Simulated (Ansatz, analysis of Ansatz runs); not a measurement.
**Can an added hole hop between O atoms in Na2MoO4 (Fd-3m)?**

Question: does an added hole stay on the O atom where it is started in Na2MoO4 (Fd-3m), and if so, how high is the barrier for a hop to another O site nearby? Model: a cell of 56 host atoms.

Calculated with Ansatz 0.2.0; plane-wave PAW DFT, PBEsol+U; relaxation of all atoms of a supercell at fixed charge in a uniform background; PAW set soft_1.

## 1. The starting structure

The cell holds 56 atoms: 16 Na, 8 Mo and 32 O. Cell: a = 9.086 Å, b = 9.086 Å, c = 9.086 Å, α = 90.0°, β = 90.0°, γ = 90.0°. It derives from Na2MoO4 (space group Fd-3m). Nearest the centre at fractional (0.387, 0.500, 0.500): Mo20 at 1.02 Å, O30 at 1.45 Å, O49 at 1.45 Å, O36 at 2.51 Å, O39 at 2.51 Å, Na2 at 2.87 Å, Na5 at 2.87 Å, O45 at 2.88 Å.

Hubbard terms: O p 6.0 eV. They were chosen, not fitted, to curb self-interaction in the shells named, the trial site's among them. The two sites are O30 and O49. The cell's shortest repeat is 9.1 Å.

## 2. The cell without the carrier

The neutral cell is relaxed first, from small random displacements, so that bond lengths and moments with the carrier can be set beside those of a relaxed cell without it.

Input file neutral.relax/input.yaml:

```yaml
crystal:
  lattice:
    - [9.08595436, 0.0, 0.0]
    - [0.0, 9.08595436, 0.0]
    - [0.0, 0.0, 9.08595436]
  atoms:
    - { symbol: Na, position: [0.125, 0.125, 0.125] }
    - { symbol: Na, position: [0.125, 0.625, 0.625] }
    - { symbol: Na, position: [0.625, 0.125, 0.625] }
    - { symbol: Na, position: [0.625, 0.625, 0.125] }
    - { symbol: Na, position: [0.125, 0.375, 0.375] }
    - { symbol: Na, position: [0.125, 0.875, 0.875] }
    - { symbol: Na, position: [0.625, 0.375, 0.875] }
    - { symbol: Na, position: [0.625, 0.875, 0.375] }
    - { symbol: Na, position: [0.375, 0.375, 0.125] }
    - { symbol: Na, position: [0.375, 0.875, 0.625] }
    - { symbol: Na, position: [0.875, 0.375, 0.625] }
    - { symbol: Na, position: [0.875, 0.875, 0.125] }
    - { symbol: Na, position: [0.375, 0.125, 0.375] }
    - { symbol: Na, position: [0.375, 0.625, 0.875] }
    - { symbol: Na, position: [0.875, 0.125, 0.875] }
    - { symbol: Na, position: [0.875, 0.625, 0.375] }
    - { symbol: Mo, position: [0.0, 0.0, 0.5] }
    - { symbol: Mo, position: [0.0, 0.5, 0.0] }
    - { symbol: Mo, position: [0.5, 0.0, 0.0] }
    - { symbol: Mo, position: [0.5, 0.5, 0.5] }
    - { symbol: Mo, position: [0.25, 0.25, 0.75] }
    - { symbol: Mo, position: [0.25, 0.75, 0.25] }
    - { symbol: Mo, position: [0.75, 0.25, 0.25] }
    - { symbol: Mo, position: [0.75, 0.75, 0.75] }
    - { symbol: O, position: [0.362752, 0.362752, 0.862752] }
    - { symbol: O, position: [0.362752, 0.862752, 0.362752] }
    - { symbol: O, position: [0.862752, 0.362752, 0.362752] }
    - { symbol: O, position: [0.862752, 0.862752, 0.862752] }
    - { symbol: O, position: [0.387248, 0.112752, 0.112752] }
    - { symbol: O, position: [0.387248, 0.612752, 0.612752] }
    - { symbol: O, position: [0.887248, 0.112752, 0.612752] }
    - { symbol: O, position: [0.887248, 0.612752, 0.112752] }
    - { symbol: O, position: [0.112752, 0.112752, 0.387248] }
    - { symbol: O, position: [0.112752, 0.612752, 0.887248] }
    - { symbol: O, position: [0.612752, 0.112752, 0.887248] }
    - { symbol: O, position: [0.612752, 0.612752, 0.387248] }
    - { symbol: O, position: [0.112752, 0.387248, 0.112752] }
    - { symbol: O, position: [0.112752, 0.887248, 0.612752] }
    - { symbol: O, position: [0.612752, 0.387248, 0.612752] }
    - { symbol: O, position: [0.612752, 0.887248, 0.112752] }
    - { symbol: O, position: [0.137248, 0.137248, 0.862752] }
    - { symbol: O, position: [0.137248, 0.637248, 0.362752] }
    - { symbol: O, position: [0.637248, 0.137248, 0.362752] }
    - { symbol: O, position: [0.637248, 0.637248, 0.862752] }
    - { symbol: O, position: [0.137248, 0.362752, 0.637248] }
    - { symbol: O, position: [0.137248, 0.862752, 0.137248] }
    - { symbol: O, position: [0.637248, 0.362752, 0.137248] }
    - { symbol: O, position: [0.637248, 0.862752, 0.637248] }
    - { symbol: O, position: [0.387248, 0.387248, 0.387248] }
    - { symbol: O, position: [0.387248, 0.887248, 0.887248] }
    - { symbol: O, position: [0.887248, 0.387248, 0.887248] }
    - { symbol: O, position: [0.887248, 0.887248, 0.387248] }
    - { symbol: O, position: [0.362752, 0.137248, 0.637248] }
    - { symbol: O, position: [0.362752, 0.637248, 0.137248] }
    - { symbol: O, position: [0.862752, 0.137248, 0.137248] }
    - { symbol: O, position: [0.862752, 0.637248, 0.637248] }
basis:
  ecutwfc: 420
  xc_grid: 2
hamiltonian:
  xc: pbesol
  hubbard:
    sites: [{ species: O, l: p, u_eff: 6.0 }]
    projectors: ortho-atomic
  pseudopotentials: { kind: paw, azcp: { folder: soft_1 }, xc_functional: pbe }
kpoints:
  mp_grid: { grid: [1, 1, 1] }
scf:
  occupations: { method: fermi_dirac, width: 0.01 }
  max_iter: 120
  lower_state_search: "off"
output:
  forces: true
relax:
  f_tol: 0.02
  max_steps: 70
  random_displacement: { amplitude: 0.04, seed: 2301 }
checkpoint:
  write: "../neutral.relax.run"
  compress: false
  write_wavefunctions: true
  write_every: 100000
```

Started as:

```sh
> ansatz run input.yaml --threads 8 --pin off --max-ram 18841MiB --backend cpu --events-out ev --progress --plain --runs-dir out
```

Numbers of over 12 decimals in the logs are rounded to 6 here.

What it wrote:

```text
[... repeated set-up lines and file paths are left out, and long positions are rounded to six places ...]
Engine: ansatz 0.2.0, aarch64-unknown-linux-gnu
Pseudopotentials: kind: paw
Pseudopotential: Na, paw, valence charge 9, recommended cutoff 420 eV (normal), soft_1/Na.paw.azcp
Pseudopotential: Mo, paw, valence charge 14, recommended cutoff 420 eV (normal), soft_1/Mo.paw.azcp
Pseudopotential: O, paw, valence charge 6, recommended cutoff 420 eV (normal), soft_1/O.paw.azcp
Functional definition: PBEsol
  exchange = pbesol_x
  correlation = pbesol_c
Crystal: 56 atoms, lattice volume = 750.087 Å³
Basis set: ecut = 420 eV, 14771 PW (Γ), exchange–correlation on 128×128×128 points (8 copies of the dense FFT grid, shifted against one another)
Bands: 280, of which v1, the nominal top of the filled ones, is band 224 counted from 1 (223 counted from 0)
Symmetry: 1 space group operations
k-points: 1
Non-local potential: Na, projectors of the file, l = 0: 3, l = 1: 2, l = 2: 1
Non-local potential: Mo, projectors of the file, l = 0: 3, l = 1: 2, l = 2: 2, l = 3: 1
Non-local potential: O, projectors of the file, l = 0: 2, l = 1: 2, l = 2: 1
PAW form: soft (Blöchl's): semilocal exchange-correlation on the pseudo side does not see the compensation charge
PAW frozen core: Na, regenerated for the run's functional, and the local potential with it (the file was generated under x = pbe(κ = 0.804, μ = 0.219515), c = pbe(β = 0.066725))
PAW frozen core: Mo, regenerated for the run's functional, and the local potential with it (the file was generated under x = pbe(κ = 0.804, μ = 0.219515), c = pbe(β = 0.066725))
[...]
atom  20  Mo    -0.00057940     0.00589588     0.00299607
  atom  21  Mo    -0.00276289    -0.00275691    -0.00063349
  [... 8 atoms left out ...]
  atom  30  O      0.00191948    -0.00037898    -0.00232783
  [... 5 atoms left out ...]
  atom  36  O      0.00020481    -0.00043514    -0.00275179
  [... 2 atoms left out ...]
  atom  39  O      0.00163099    -0.00177075    -0.00002995
  [... 2 atoms left out ...]
  atom  42  O      0.00109160     0.00103714     0.00040156
  [... 2 atoms left out ...]
  atom  45  O      0.00318058     0.00026941     0.00223899
  [... 3 atoms left out ...]
  atom  49  O     -0.00101692    -0.00198149    -0.00278320
[...]
max |Σ_I F_I| component: 1.89e-4 eV/Å
--- Band table (eV) ---
  k-point 0: bands = ["-57.4790", "-57.4731", "-57.4724", "-57.4719", [... 272 left out ...] "13.9979", "13.9983", "14.2045", "14.3622"]
Occupation matrices written to <dir>
--- Relaxed structure (4 steps of the walk, 4 accepted, 0 SCFs on fresh bases) ---
  F+E_penalty+E_count = -80692.40007654 eV   max|allowed force component| = 7.903e-3 eV/Å
  atoms:
    - { symbol: Na, position: [0.124783, 0.125243, 0.124439] }
    - { symbol: Na, position: [0.125133, 0.624709, 0.624759] }
[...]
- { symbol: Na, position: [0.125103, 0.374772, 0.374609] }
[...]
- { symbol: Mo, position: [0.500062, 0.499935, 0.499585] }
    - { symbol: Mo, position: [0.249800, 0.250007, 0.749383] }
[...]
- { symbol: O, position: [0.387897, 0.612090, 0.611747] }
[...]
- { symbol: O, position: [0.612273, 0.612113, 0.387520] }
[...]
- { symbol: O, position: [0.612172, 0.387767, 0.611756] }
    [... 2 atoms left out ...]
    - { symbol: O, position: [0.138033, 0.637748, 0.361728] }
    [... 2 atoms left out ...]
    - { symbol: O, position: [0.137583, 0.362108, 0.637199] }
    [... 3 atoms left out ...]
    - { symbol: O, position: [0.387918, 0.387839, 0.387387] }
    [... 7 atoms left out ...]
[key lines of the parts left out:]
SCF converged after 5 iterations
Free energy (F): -80692.400077 eV
Fermi energy:    4.864335 eV
```

Run time: 12 s. Hardware: 8 threads of Arm Neoverse V2, shared host; peak memory 1 GiB; 85 s of CPU time.

The largest displacement from an ideal site is 0.012 Å.

## 3. The hole on the first site

The nearest neighbour or neighbours of the site start displaced and the site's starting moment is changed by the carrier's spin, since a carrier doesn't trap itself in the undistorted lattice.

Input file A.relax/input.yaml:

```yaml
crystal:
  lattice:
    - [9.08595436, 0.0, 0.0]
    - [0.0, 9.08595436, 0.0]
    - [0.0, 0.0, 9.08595436]
  atoms:
    - { symbol: Na, position: [0.124783, 0.125243, 0.124439] }
    - { symbol: Na, position: [0.125133, 0.624709, 0.624759] }
    - { symbol: Na, position: [0.624789, 0.124878, 0.624557] }
    - { symbol: Na, position: [0.625052, 0.625143, 0.124625] }
    - { symbol: Na, position: [0.125103, 0.374772, 0.374609] }
    - { symbol: Na, position: [0.12494, 0.874834, 0.87471] }
    - { symbol: Na, position: [0.625143, 0.375317, 0.874497] }
    - { symbol: Na, position: [0.625041, 0.874794, 0.374872] }
    - { symbol: Na, position: [0.374885, 0.37518, 0.124238] }
    - { symbol: Na, position: [0.374695, 0.874992, 0.624337] }
    - { symbol: Na, position: [0.874972, 0.374878, 0.624405] }
    - { symbol: Na, position: [0.874799, 0.87545, 0.124837] }
    - { symbol: Na, position: [0.375148, 0.124987, 0.374126] }
    - { symbol: Na, position: [0.375268, 0.625373, 0.874419] }
    - { symbol: Na, position: [0.87492, 0.12501, 0.874481] }
    - { symbol: Na, position: [0.875355, 0.624867, 0.374492] }
    - { symbol: Mo, position: [5.1e-05, -0.000178, 0.499583] }
    - { symbol: Mo, position: [-1.7e-05, 0.500115, -0.000453] }
    - { symbol: Mo, position: [0.499892, 0.000241, -0.000526] }
    - { symbol: Mo, position: [0.512718, 0.487278, 0.486928] }
    - { symbol: Mo, position: [0.2498, 0.250007, 0.749383] }
    - { symbol: Mo, position: [0.25017, 0.74997, 0.249622] }
    - { symbol: Mo, position: [0.749957, 0.250027, 0.249533] }
    - { symbol: Mo, position: [0.750027, 0.750138, 0.749708] }
    - { symbol: O, position: [0.361934, 0.362187, 0.861469] }
    - { symbol: O, position: [0.362368, 0.862058, 0.361804] }
    - { symbol: O, position: [0.862111, 0.362168, 0.361698] }
    - { symbol: O, position: [0.862181, 0.862301, 0.861858] }
    - { symbol: O, position: [0.387678, 0.112393, 0.111612] }
    - { symbol: O, position: [0.387897, 0.61209, 0.611747], spin: 1.0 }
    - { symbol: O, position: [0.887881, 0.111985, 0.611672] }
    - { symbol: O, position: [0.887909, 0.612326, 0.111703] }
    - { symbol: O, position: [0.112175, 0.111986, 0.387407] }
    - { symbol: O, position: [0.112216, 0.612207, 0.887383] }
    - { symbol: O, position: [0.612051, 0.112379, 0.887321] }
    - { symbol: O, position: [0.612273, 0.612113, 0.38752] }
    - { symbol: O, position: [0.112051, 0.387879, 0.111683] }
    - { symbol: O, position: [0.112171, 0.887665, 0.611764] }
    - { symbol: O, position: [0.612172, 0.387767, 0.611756] }
    - { symbol: O, position: [0.612068, 0.888174, 0.11164] }
    - { symbol: O, position: [0.137663, 0.137906, 0.861604] }
    - { symbol: O, position: [0.138033, 0.637748, 0.361728] }
    - { symbol: O, position: [0.63786, 0.137801, 0.361669] }
    - { symbol: O, position: [0.637805, 0.638031, 0.861882] }
    - { symbol: O, position: [0.137583, 0.362108, 0.637199] }
    - { symbol: O, position: [0.138002, 0.862174, 0.137595] }
    - { symbol: O, position: [0.637787, 0.362189, 0.137448] }
    - { symbol: O, position: [0.637922, 0.862264, 0.63751] }
    - { symbol: O, position: [0.387918, 0.387839, 0.387387] }
    - { symbol: O, position: [0.387814, 0.888029, 0.887326] }
    - { symbol: O, position: [0.887721, 0.388033, 0.887447] }
    - { symbol: O, position: [0.887899, 0.887678, 0.387411] }
    - { symbol: O, position: [0.361965, 0.13784, 0.637276] }
    - { symbol: O, position: [0.362309, 0.637869, 0.137369] }
    - { symbol: O, position: [0.862123, 0.137887, 0.137346] }
    - { symbol: O, position: [0.862087, 0.63791, 0.637578] }
total_charge: 1
basis:
  ecutwfc: 420
  xc_grid: 2
hamiltonian:
  xc: pbesol
  hubbard:
    sites: [{ species: O, l: p, u_eff: 6.0 }]
    projectors: ortho-atomic
  pseudopotentials: { kind: paw, azcp: { folder: soft_1 }, xc_functional: pbe }
kpoints:
  mp_grid: { grid: [1, 1, 1] }
magnetization:
  spin_polarized: true
  initial_magnetization: 1
  spin_locking: { lock_magnetization: hard }
scf:
  occupations: { method: fermi_dirac, width: 0.01 }
  max_iter: 120
  lower_state_search: "off"
output:
  forces: true
relax:
  f_tol: 0.015
  max_steps: 70
  escape_saddle: false
checkpoint:
  write: "../A.relax.run"
  compress: false
  write_wavefunctions: true
  write_every: 100000
```

What it wrote:

```text
[...]
Crystal: 56 atoms, lattice volume = 750.087 Å³
Basis set: ecut = 420 eV, 14771 PW (Γ), exchange–correlation on 128×128×128 points (8 copies of the dense FFT grid, shifted against one another)
Bands: 280, of which v1, the nominal top of the filled ones, is band 224 counted from 1 (223 counted from 0)
Symmetry: 1 space group operations
[...]
k-points: 1
[...]
Starting moments: Σ|m| = 1 μB on 1 of 56 sites
[...]
SCF iter   1: F=—  HF=-80739.377006 eV  |F-HF|=—  |Δ(HF+E_count)|=         —  Δρ=6.70e-2 (↑6.70e-2 ↓6.70e-2)  dr2=2.26e2  dr2_m=8.10e-2  M=1.000 μB ∫|m|=1.160 μB  β_m=0.30  ethr=3.10e-3  ⟨swp⟩=6.0  Hψ=2035  notcnv=0
[...]
spin=Collinear: Kerker preconditioning applied to the charge; magnetization (m = ρ↑ − ρ↓) channel mixes plain (no charge-response kernel on spin).
SCF iter   2: F=—  HF=-80718.120786 eV  |F-HF|=—  |Δ(HF+E_count)|=    2.13e1  Δρ=4.23e-2 (↑4.18e-2 ↓4.23e-2)  dr2=1.08e2  dr2_m=1.16e-1  M=1.000 μB ∫|m|=1.182 μB  β_m=0.53  ethr=3.10e-3  ⟨swp⟩=3.0  Hψ=1031  notcnv=0  defer=94
[...]
SCF iter  12: F=-80695.447160 eV  HF=-80695.447164 eV  |F-HF|=3.88e-6  |Δ(HF+E_count)|=   5.13e-6  Δρ=1.51e-5 (↑1.51e-5 ↓1.38e-5)  dr2=5.32e-6  dr2_m=1.20e-7  M=1.000 μB ∫|m|=1.255 μB  ethr=1.13e-9  ⟨swp⟩=2.0  Hψ=1657  notcnv=0
SCF 1 converged in 12 iterations: F = -80695.447160 eV  dr2 = 5.32e-6
[...]
relax step   1: F+E_penalty+E_count = -80695.44716025 eV  Δ(F+E_penalty+E_count) = +0.000e0 eV  max|allowed force component| = 1.325e0 eV/Å  Δτ_max = 0.0000 Å  (12 SCF iters, dr2 threshold 5.63e-6 eV, accepted)
[...]
relax step   2: F+E_penalty+E_count = -80695.84942776 eV  Δ(F+E_penalty+E_count) = -4.023e-1 eV  max|allowed force component| = 4.886e-1 eV/Å  Δτ_max = 0.1124 Å  (7 SCF iters, dr2 threshold 1.00e-4 eV, accepted)
relax step   3: F+E_penalty+E_count = -80695.89864935 eV  Δ(F+E_penalty+E_count) = -4.922e-2 eV  max|allowed force component| = 1.398e-1 eV/Å  Δτ_max = 0.0289 Å  (6 SCF iters, dr2 threshold 1.49e-5 eV, accepted)
relax step   4: F+E_penalty+E_count = -80695.91193591 eV  Δ(F+E_penalty+E_count) = -1.329e-2 eV  max|allowed force component| = 2.486e-2 eV/Å  Δτ_max = 0.0315 Å  (8 SCF iters, dr2 threshold 1.60e-6 eV, accepted)
SCF iter   1: F=—  HF=-80695.910788 eV  |F-HF|=—  |Δ(HF+E_count)|=         —  Δρ=3.59e-4 (↑2.62e-4 ↓3.59e-4)  dr2=1.25e-3  dr2_m=1.36e-4  M=1.000 μB ∫|m|=1.242 μB  β_m=0.30  ethr=2.84e-6  ⟨swp⟩=5.5  Hψ=1338  notcnv=0  defer=104
[...]
SCF iter  14: F=-80695.912397 eV  HF=-80695.912397 eV  |F-HF|=3.87e-9  |Δ(HF+E_count)|=   7.92e-7  Δρ=1.48e-6 (↑6.90e-7 ↓1.48e-6)  dr2=1.99e-8  dr2_m=3.44e-9  M=1.000 μB ∫|m|=1.242 μB  ethr=1.52e-12  ⟨swp⟩=1.5  Hψ=1980  notcnv=0
SCF 5 converged in 14 iterations: F = -80695.912397 eV  dr2 = 1.99e-8
relax step   5: F+E_penalty+E_count = -80695.91239718 eV  Δ(F+E_penalty+E_count) = -4.613e-4 eV  max|allowed force component| = 1.404e-2 eV/Å  Δτ_max = 0.0052 Å  (14 SCF iters, accepted)
NSCF: frozen V_eff on 1 k-points
[...]
SCF converged after 14 iterations
Stability checked in part: among states of this total moment the steps that led to this state did not find it unstable. No probe was made; neither looks for a lower state of another moment (fixed_total_moment; see scf.lower_state_search)
Magnetization: 1.0000 μB (224.0000 up, 223.0000 down)
Absolute magnetization: 1.2419 μB (∫|ρ↑−ρ↓|, with the PAW one-centre terms)
[...]
Per-site moments (μB) at R_I (Å): [(-9.486807659758607e-6, 0.985318), (-0.00041131, 0.957076), (-1.7537248514896736e-5, 0.973817), [... 53 left out ...]
Free energy (F): -80695.912397 eV
[...]
Internal energy: -80695.912397 eV  (E = F + TS)
E sigma→0 (E₀):  -80695.912397 eV
Fermi energy:    3.699587 (↑ 4.444926, ↓ 3.696498) eV
[...]
--- Forces (eV/Å), atoms counted from 1 ---
  atom   1  Na     0.00085623     0.00122199     0.00182110
  atom   2  Na     0.00471690     0.00236108     0.00108618
  [... 2 atoms left out ...]
  atom   5  Na     0.00027518     0.00266315     0.00213622
  [... 14 atoms left out ...]
  atom  20  Mo     0.00280531     0.00781762     0.00792373
  atom  21  Mo    -0.00682628     0.00253715     0.01158619
  [... 8 atoms left out ...]
  atom  30  O      0.00179752    -0.00321871    -0.00309518
  [... 5 atoms left out ...]
  atom  36  O      0.00259262     0.00583776    -0.00297165
  [... 2 atoms left out ...]
  atom  39  O      0.00291093    -0.00388533     0.00552608
  [... 2 atoms left out ...]
  atom  42  O     -0.00133426    -0.00329121    -0.00008666
  [... 2 atoms left out ...]
  atom  45  O      0.00015853    -0.00055922    -0.00224760
  [... 3 atoms left out ...]
  atom  49  O     -0.00830090    -0.00633518    -0.00615578
  [... 7 atoms left out ...]
  max |Σ_I F_I| component: 1.13e-4 eV/Å
--- Band table (eV) ---
[...]
Occupation matrices written to <dir>
--- Relaxed structure (5 steps of the walk, 5 accepted, 0 SCFs on fresh bases) ---
  F+E_penalty+E_count = -80695.91239718 eV   max|allowed force component| = 1.404e-2 eV/Å
  atoms:
    - { symbol: Na, position: [0.125289, 0.124936, 0.124358] }
    - { symbol: Na, position: [0.110211, 0.629183, 0.628444] }
    [... 2 atoms left out ...]
    - { symbol: Na, position: [0.119980, 0.371450, 0.370901] }
    [... 14 atoms left out ...]
    - { symbol: Mo, position: [0.505388, 0.490747, 0.490776] }
    - { symbol: Mo, position: [0.252381, 0.255824, 0.746285] }
    [... 8 atoms left out ...]
    - { symbol: O, position: [0.381483, 0.614569, 0.614506] }
    [... 5 atoms left out ...]
    - { symbol: O, position: [0.612912, 0.605542, 0.384106] }
    [... 2 atoms left out ...]
    - { symbol: O, position: [0.613264, 0.383959, 0.605100] }
    [... 2 atoms left out ...]
    - { symbol: O, position: [0.141551, 0.632773, 0.366851] }
    [... 2 atoms left out ...]
    - { symbol: O, position: [0.141789, 0.367636, 0.632209] }
    [... 3 atoms left out ...]
    - { symbol: O, position: [0.394478, 0.381831, 0.381682] }
    [... 7 atoms left out ...]
```

It took 33 s on 8 threads; peak memory 1.5 GiB; 4 min of CPU time.

Relaxation path:

```
step  energy less that of the first step (eV)  largest force component (eV/Å)
   1                                   0.0000                          1.3247
   2                                  -0.4023                          0.4886
   3                                  -0.4515                          0.1398
   4                                  -0.4648                          0.0249
   5                                  -0.4652                          0.0140
```

The atoms that moved most (Å):

```
atom      dx      dy      dz  length
Na10  -0.037   0.155   0.074   0.175
Na14  -0.038   0.069   0.153   0.173
 Na2  -0.136   0.041   0.033   0.145
 O25   0.038   0.096  -0.078   0.130
 O26   0.033  -0.079   0.096   0.128
 O49   0.060  -0.055  -0.052   0.096
Na13  -0.006  -0.079  -0.024   0.082
 O53   0.033   0.068  -0.032   0.082
```

The moves above count from the input, in which the site's nearest neighbours were already displaced; the distances below compare with the cell without the carrier.

Distances from O30 without and with the hole:

```
atom  without (Å)  with (Å)
Mo20         1.77      1.95
Na14         2.39      2.52
 Na2         2.39      2.47
Na10         2.39      2.53
```

The largest changes of the moments are 0.78 μB on O30, 0.05 μB on O36 and 0.04 μB on O39. The largest part sits on the chosen site.

(Continued in part 2 of 2.)

[Logs are printed without paths, hosts, clocks, repeated set-up lines and the standing remarks that a program may print on its own settings, such as how far it seeks lower states.]

[Hosts, paths, dates, database ids (printed as entryN), source tags and the programs' standing remarks are cut or masked in the printed files.]
